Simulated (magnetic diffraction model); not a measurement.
**Solving a magnetic structure from powder neutron data: Yb2ZnRh8**

Space group P4/mmm (no. 123), a = 4.0270 Å, c = 10.1380 Å.

| site | atom | x | y | z |
| --- | --- | --- | --- | --- |
| 2g | Yb | 0 | 0 | 0.3012 |
| 2h | Rh | 1/2 | 1/2 | 0.3051 |
| 2e | Rh | 0 | 1/2 | 1/2 |
| 4i | Rh | 0 | 1/2 | 0.1098 |
| 1a | Zn | 0 | 0 | 0 |

The compound is invented for this exercise: a known structure type with other elements, its cell scaled to their sizes and not relaxed.

Only Yb is taken to order (form factors of Yb3+); orders and moment sizes are assumed, and not adapted to the symmetry. Radiation: neutrons of λ = 1.594 Å, 8° to 55°; isotropic B of 0.42 Å² (Yb), 0.65 Å² (Rh) and 0.81 Å² (Zn). The intensities are simulated: I ∝ L Σ (|F_N|² + |F_M⊥|²) for unpolarised neutrons, with F_M = 2.695 fm/μB × Σ f(s) S exp(2πi Q·r) exp(−B s²) at Q = H ± k (one set where k and −k are equivalent), only the part normal to Q counting and L = 1/(sin²θ cos θ). For collinear order S is the moment m, which repeats by lattice and centring translations R with the sign exp(−2πi k·R). Form factors are spin-only for 3d ions and dipole or tabulated for f ions, scattering lengths are Sears's of 1992, and absorption is left out. A label names one of the reflections at its angle. The strongest nuclear line in the range is 100, and lines under 0.2 are left out.

Above the ordering temperature:

| 2θ (°) | index | I |
| --- | --- | --- |
| 18.09 | (0 0 2) | 1.9 |
| 22.83 | (1 0 0) | 17.1 |
| 24.59 | (1 0 1) | 0.3 |
| 27.28 | (0 0 3) | 3.0 |
| 29.28 | (1 0 2) | 1.7 |
| 32.51 | (1 1 0) | 1.2 |
| 33.80 | (1 1 1) | 7.2 |
| 35.86 | (1 0 3) | 10.4 |
| 36.66 | (0 0 4) | 0.2 |
| 37.45 | (1 1 2) | 57.9 |
| 42.94 | (1 1 3) | 100.0 |
| 43.62 | (1 0 4) | 3.0 |
| 46.29 | (0 0 5) | 26.2 |
| 46.63 | (2 0 0) | 73.5 |
| 49.79 | (1 1 4) | 13.3 |
| 50.42 | (2 0 2) | 1.2 |
| 52.22 | (1 0 5) | 1.3 |
| 52.53 | (2 1 0) | 7.1 |
| 54.87 | (2 0 3) | 3.3 |

Below it (cell unchanged):

```tsv
2θ (°)	I
12.22	9.3
17.71	11.5
18.09	1.9
22.83	17.1
24.59	0.3
25.98	0.8
27.28	3.0
29.04	3.0
29.28	1.7
32.51	1.2
33.80	7.2
34.00	2.7
34.85	1.0
35.86	10.4
36.66	0.2
37.26	2.2
37.45	57.9
41.35	2.3
42.07	0.9
42.94	100.0
43.10	0.7
43.62	3.0
44.15	2.1
46.29	26.2
46.63	73.5
47.75	1.2
49.33	0.7
49.79	13.3
50.27	0.3
50.42	1.2
52.22	1.3
52.53	7.1
52.66	0.3
53.56	1.4
54.87	3.3
```

**Question.** Check that the new lines index with k = (1/2 0 1/2), then choose among these models:
A. collinear moments along [001], 2.4 μB on Yb; signs + at (0, 0, 0.3012), + at (0, 0, 0.6988)
B. collinear moments along [010], 2.4 μB on Yb; signs + at (0, 0, 0.3012), + at (0, 0, 0.6988)
C. collinear moments along [001], 2.4 μB on Yb; signs + at (0, 0, 0.3012), − at (0, 0, 0.6988)
D. collinear moments along [010], 2.4 μB on Yb; signs + at (0, 0, 0.3012), − at (0, 0, 0.6988)

The new lines index as (1/2 0 1/2) at 12.22°, (1/2 0 3/2) at 17.71°, (1/2 1 1/2) at 25.98° and (1/2 1 3/2) at 29.04°, that is as H ± k with k = (1/2 0 1/2), one of 2 inequivalent arms of its star (k and −k counted as one), which a powder can't tell apart. Half indices mean that the moments reverse under translations with k·R a half-integer, and the magnetic cell has twice the primitive volume.

Magnetic intensity, observed (below minus above) and for each model:

| 2θ (°) | index | observed | A | B | C | D |
| --- | --- | --- | --- | --- | --- | --- |
| 12.22 | (1/2 0 1/2) | 9.3 | 15.4 | 17.8 | 8.0 | 9.3 |
| 17.71 | (1/2 0 3/2) | 11.5 | 0.5 | 1.1 | 4.7 | 11.5 |
| 25.42 | (1/2 0 5/2) | <0.2 | 1.2 | 5.8 | <0.2 | <0.2 |
| 25.98 | (1/2 1 1/2) | 0.8 | 7.1 | 1.6 | 3.7 | 0.8 |
| 29.04 | (1/2 1 3/2) | 3.0 | 0.6 | 0.3 | 6.1 | 3.0 |
| 34.00 | (1/2 0 7/2) | 2.7 | <0.2 | 0.3 | 0.3 | 2.7 |
| 34.43 | (1/2 1 5/2) | <0.2 | 3.3 | 3.2 | <0.2 | <0.2 |
| 44.15 | (3/2 1 3/2) | 2.1 | 0.3 | 0.2 | 2.7 | 2.1 |

Model D matches.

The structure used: k = (1/2 0 1/2), collinear moments along [010], 2.4 μB on Yb; signs + at (0, 0, 0.3012), − at (0, 0, 0.6988).

[Logs are printed without paths, hosts, clocks, repeated set-up lines and the standing remarks that a program may print on its own settings, such as how far it seeks lower states.]
